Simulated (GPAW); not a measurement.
Consider Ti (Titanium, P6_3/mmc).

```cif
data_structure
_symmetry_space_group_name_H-M 'P 1'
_symmetry_Int_Tables_number 1
_cell_length_a 2.9500
_cell_length_b 2.9500
_cell_length_c 4.6800
_cell_angle_alpha 90.000
_cell_angle_beta 90.000
_cell_angle_gamma 120.000
_cell_volume 35.27
loop_
_atom_site_label
_atom_site_type_symbol
_atom_site_fract_x
_atom_site_fract_y
_atom_site_fract_z
_atom_site_occupancy
Ti1 Ti 0.66667 0.33333 0.75000 1
Ti2 Ti 0.33333 0.66667 0.25000 1
```

Absorber: atom 1, with 6 Ti at 2.89 Å and 6 Ti at 2.95 Å (anticuboctahedral, as in hcp, site symmetry -6m2). Method: GPAW, LDA, excited-electron core hole (neutral cell), 16-atom cell with 6.9 Å between holes, 3×3×3 k points, dipole transitions, Gaussian full width 0.94 eV up to 4 eV, rising linearly to 3.5 eV at 25 eV.

Q: Predict the near-edge structure at the Ti K edge.

Main maxima up to 30 eV above the zero (height): 0.8 eV (1.40), 5.4 eV (0.81), 9.7 eV (1.34), 11.4 eV (1.36) and 14.2 eV (1.46). A K edge sees empty p states, which here mix into the lowest empty bands, so that weight starts at the zero. The total-energy difference is 4969.60 eV. One term is added: -22.68 eV, since the hole is spin-paired here and a spin-polarised one costs that much less in the free atom (computed apart). The photon energy is then 4946.92 eV. The tabulated edge of the element is 4966 eV. The functional leaves an error in such absolute values: in the free atom LDA prices this hole 13.2 eV below PBE (computed apart), and PBE is itself good to a few eV.

The Ti K spectrum (energy from the lowest empty level; intensity scaled to a mean of 1 over the first 20 eV; polarised curves are means over the symmetry-equivalent atoms):

```tsv
E (eV)	isotropic	ε ⊥ c	ε ∥ c
-2.0	0.00	0.00	0.00
-1.4	0.00	0.00	0.00
-0.8	0.02	0.02	0.03
-0.2	0.35	0.32	0.43
0.4	1.18	1.02	1.49
1.0	1.30	1.18	1.54
1.6	0.55	0.58	0.48
2.2	0.20	0.23	0.13
2.8	0.21	0.23	0.18
3.4	0.37	0.36	0.38
4.0	0.46	0.45	0.49
4.6	0.62	0.59	0.66
5.2	0.80	0.78	0.83
5.8	0.73	0.76	0.68
6.4	0.51	0.54	0.46
7.0	0.40	0.41	0.40
7.6	0.49	0.50	0.49
8.2	0.76	0.76	0.77
8.8	1.10	1.04	1.21
9.4	1.32	1.25	1.46
10.0	1.33	1.33	1.32
10.6	1.32	1.42	1.11
11.2	1.36	1.51	1.05
11.8	1.34	1.50	1.04
12.4	1.33	1.46	1.06
13.0	1.38	1.47	1.19
13.6	1.44	1.46	1.40
14.2	1.46	1.39	1.62
14.8	1.44	1.29	1.75
15.4	1.40	1.21	1.76
16.0	1.35	1.19	1.66
16.6	1.30	1.20	1.49
17.2	1.25	1.23	1.28
17.8	1.19	1.25	1.09
18.4	1.13	1.22	0.95
19.0	1.06	1.15	0.88
19.6	0.99	1.05	0.87
20.2	0.94	0.95	0.90
20.8	0.91	0.89	0.95
21.4	0.89	0.85	0.97
22.0	0.89	0.85	0.96
22.6	0.88	0.86	0.93
23.2	0.89	0.88	0.90
23.8	0.89	0.90	0.87
24.4	0.89	0.91	0.85
25.0	0.88	0.90	0.84
25.6	0.87	0.88	0.83
26.2	0.84	0.85	0.83
26.8	0.81	0.81	0.83
27.4	0.80	0.78	0.84
28.0	0.81	0.78	0.87
28.6	0.84	0.81	0.90
29.2	0.88	0.86	0.93
29.8	0.94	0.93	0.95
30.4	1.00	1.01	0.96
31.0	1.04	1.08	0.96
31.6	1.08	1.14	0.96
```

Quadrupole 1s→3d transitions, which feed the pre-edge, are not in the dipole spectrum. The mesh is coarse (0.35 Å⁻¹ between points), so small maxima may be mesh ripples. Lifetime broadening is put in by hand, and intensities beyond about 20 eV depend on it and on the partial waves. The structure is a published determination, not relaxed.

[Banner, clock and machine lines of the logs are left out without a mark of their own.]

[Logs are printed without paths, hosts, clocks, repeated set-up lines and the standing remarks that a program may print on its own settings, such as how far it seeks lower states.]

[Hosts, paths, dates, database ids (printed as entryN), source tags and the programs' standing remarks are cut or masked in the printed files.]

[Lists of maxima count a maximum above −3 eV only where it reaches 4 % of the highest in the window and stands out from its surroundings by 2 % of it (1.5 % where it reaches 55 %); shoulders and weaker maxima are passed over, and of the rest the first, up to two pre-edge ones and the few strongest are named.]
